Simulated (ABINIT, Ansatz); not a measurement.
# A GW run on GaCuSe2 (I-42d) in ABINIT, with inputs changed

What do changed inputs do to GW on GaCuSe2 (I-42d)?

Calculated with ABINIT 10.8.3; PBE and many-body steps on it, plane waves.

This is a report of a sequence of runs, with most program output left out.

In doubt: a PseudoDojo file used here is known to give poor structures and forces, which bears on pressures, cells, forces and phonons.

### Step 1. The structure

It takes space group I-42d (No. 122, tetragonal). The conventional cell has a = 5.619 Å, b = 5.619 Å, c = 11.026 Å, α = 90.00°, β = 90.00°, γ = 90.00°. Nearest to Ga lie 4 Se at 2.42 Å. Nearest to Cu lie 4 Se at 2.42 Å. Nearest to Se lie 2 Ga at 2.42 Å and 2 Cu at 2.42 Å. Farther neighbours and most contacts between anions are not listed.

The cell and positions come from the Crystallography Open Database and are kept as given unless a step says otherwise.

### Step 2. Screening, 2×2×2 mesh, 203 bands, screening to 114.3 eV

This step: ABINIT 10.8.3; RPA screening on PBE, plane waves, norm-conserving pseudopotentials.

The RPA dielectric matrix is built and inverted for each q.

File run.abi:

```
acell 3*1.0 Angstrom
rprim 
  -2.809550000000 2.809550000000 5.513000000000
  2.809550000000 -2.809550000000 5.513000000000
  2.809550000000 2.809550000000 -5.513000000000
ntypat 3
znucl 31 29 34
natom 8
typat 1 1 2 2 3 3 3 3
xred 
  0.500000000000 0.500000000000 0.000000000000
  0.250000000000 0.750000000000 0.500000000000
  0.000000000000 0.000000000000 0.000000000000
  0.750000000000 0.250000000000 0.500000000000
  0.375000000000 0.375620000000 0.500620000000
  0.624380000000 0.125000000000 0.999380000000
  0.875000000000 0.874380000000 0.499380000000
  0.125620000000 0.625000000000 0.000620000000
pp_dirpath "pseudos"
pseudos "Ga.upf, Cu.upf, Se.upf"
ecut 50
ngkpt 2 2 2
nshiftk 1
shiftk 0 0 0
kptopt 1
chksymbreak 0
istwfk *1
occopt 1
irdwfk 1
optdriver 3
nband 203
ecuteps 4.2
inclvkb 2
awtr 1
symchi 1
indata_prefix "in"
outdata_prefix "out"
tmpdata_prefix "tmp"
gwmem 10
```

Command:

```
$ OMP_NUM_THREADS=1 mpirun -n 16 abinit run.abi > log
```

Run time: 25 min. Hardware: 16 MPI ranks of Arm Neoverse V1, shared host; peak memory 10 GiB; 6.6 h of CPU time.

Numbers from this step:

```yaml
eps_infinity_with_local_fields_on_this_mesh_along_the_program_s_q_direction: 338.8
the_same_without_local_fields: 373.8
plasma_frequency: 37.34 eV
plane_waves_in_the_screening_matrix: 461
```

Local fields lower ε∞ by 9 %. The value itself is an artefact of the mesh, where one narrow direct gap carries too much weight.

### Step 3. Base

The self-energy is evaluated for the states that the input lists, and the levels follow from it, in one-shot runs by the linearised quasiparticle equation.

This step: G0W0 on PBE, plane waves, norm-conserving pseudopotentials.

Changes to run.abi since step 2:

```diff
@@ -29,8 +29,15 @@
 irdwfk 1
-optdriver 3
+optdriver 4
 nband 203
+gwcalctyp 0
+ecutsigx 50
+symsigma 1
+nkptgw 1
+kptgw 
+  0.0000000000 0.0000000000 0.0000000000
+bdgw 
+  86 90
 ecuteps 4.2
-inclvkb 2
-awtr 1
-symchi 1
+irdscr 1
+ppmodel 1
 indata_prefix "in"
@@ -38,2 +45,2 @@
 tmpdata_prefix "tmp"
-gwmem 10
+gwmem 00
```

Wall time 61 s (16 MPI ranks); peak memory 20 GiB.

Numbers from this step:

```
G0W0 gap on the points computed              : 0.5980 eV
starting gap on the mesh                     : 0.2242 eV
k of the valence top                         : 0, 0, 0
k of the conduction bottom                   : 0, 0, 0
Z at the valence top                         : 0.757
Z at the conduction bottom                   : 0.813
least direct G0W0 gap on the computed points : 0.5980 eV
```

The gap on the mesh goes from 0.22 eV to 0.60 eV, a correction of +0.37 eV.

### Step 4. Broadening of the poles

Changes to run.abi since step 3:

```diff
@@ -42,2 +42,3 @@
 ppmodel 1
+zcut 1.0 eV
 indata_prefix "in"
```

Run time: 62 s. Hardware: 16 MPI ranks; peak memory 19 GiB; 16 min of CPU time.

This step gave:

```yaml
g0w0_gap_on_the_points_computed: 0.5980 eV
starting_gap_on_the_mesh: 0.2242 eV
k_of_the_valence_top: 0, 0, 0
k_of_the_conduction_bottom: 0, 0, 0
z_at_the_valence_top: 0.757
z_at_the_conduction_bottom: 0.813
least_direct_g0w0_gap_on_the_computed_points: 0.5980 eV
```

Against G0W0 in ABINIT (2×2×2 mesh, 203 bands, screening to 114.3 eV, Godby-Needs plasmon pole), the gap moves by +0.000 eV.

### Step 5. A keyword of another program

Changes to run.abi since step 4:

```diff
@@ -42,3 +42,3 @@
 ppmodel 1
-zcut 1.0 eV
+ecut_chi 100
 indata_prefix "in"
```

Wall time 0.89 s (16 MPI ranks); peak memory 0.05 GiB.

The run stopped with an error after 0.89 s.

The program's words: Found token: `ECUT_CHI` in the input file. This name is not one of the registered input variable names (see Action: check your input file. Perhaps you mistyped the input variable, or specified "img", although this was not permitted for this input variable.

The fault put into this input: a keyword of another program.

### Step 6. The runs together

Times are wall times on 16 MPI ranks of Arm Neoverse V1, shared host, good to a factor of about two. A run's time includes the screening step that it read.

| run | mesh | bands | screening cutoff (eV) | DFT gap (eV) | gap on the mesh (eV) | direct (eV) | ε∞ used | time |
| --- | --- | --- | --- | --- | --- | --- | --- | --- |
| base | 2×2×2 | 203 | 114.3 | 0.224 | 0.598 | 0.598 | 338.82 | 26 min |
| broadening of the poles | 2×2×2 | 203 | 114.3 | 0.224 | 0.598 | 0.598 | 338.82 | 26 min |

### Step 7. Outcome

```json
{
 "base": "0.598 eV",
 "broadening of the poles": "0.598 eV",
 "known limits": "not at the basis limit; screening runs away on this mesh; d shell near the gap, gap tends to lie low; no spin-orbit coupling; coarse k mesh"
}
```

Broadening of the poles: no change against base (keys changed: zcut). Bands and cutoff are finite, so the gap is not at the basis limit. The miss can reach some tenths of an eV and take either sign; the mesh is an error of its own. In the G0W0 runs levels were corrected at 1 k point alone, so a gap called «on the mesh» is the least over those, and an edge elsewhere would be missed. The 2×2×2 mesh is coarse for this cell, which bears on the long-range parts of exchange and screening. On this mesh the RPA ε∞ passes 90, more than nearly any semiconductor shows; a coarse mesh does this where one point with a narrow direct gap carries much weight. The screening is then too strong, and the G0W0 gap should not be taken as the material's. A d shell, filled or nearly so, lies near the gap. One-shot GW converges very slowly in bands there, not always from below, and on a semilocal start the gap tends to come out low; starts rich in exact exchange can overshoot instead. The many-body steps are scalar-relativistic: spin-orbit coupling is not in them.

[Paths, hosts, dates, memory and timing lines, banners, echoed tables and standing remarks are left out of the program output.]

[Logs are printed without paths, hosts, clocks, repeated set-up lines and the standing remarks that a program may print on its own settings, such as how far it seeks lower states.]

[Runs of the session that timed out or met a known fault of the program may be left out.]

[Hosts, paths, dates, database ids (printed as entryN), source tags and the programs' standing remarks are cut or masked in the printed files.]

[G0W0 gaps are taken among the corrected bands and points alone; a level outside them can change the order at an edge.]

[Where Ansatz stands beside ABINIT at settings called matched, ABINIT's density can come from a denser mesh and the files from another edition; pairs whose starting gaps differed by over 0.03 eV were left out, so agreement reads better than it is.]
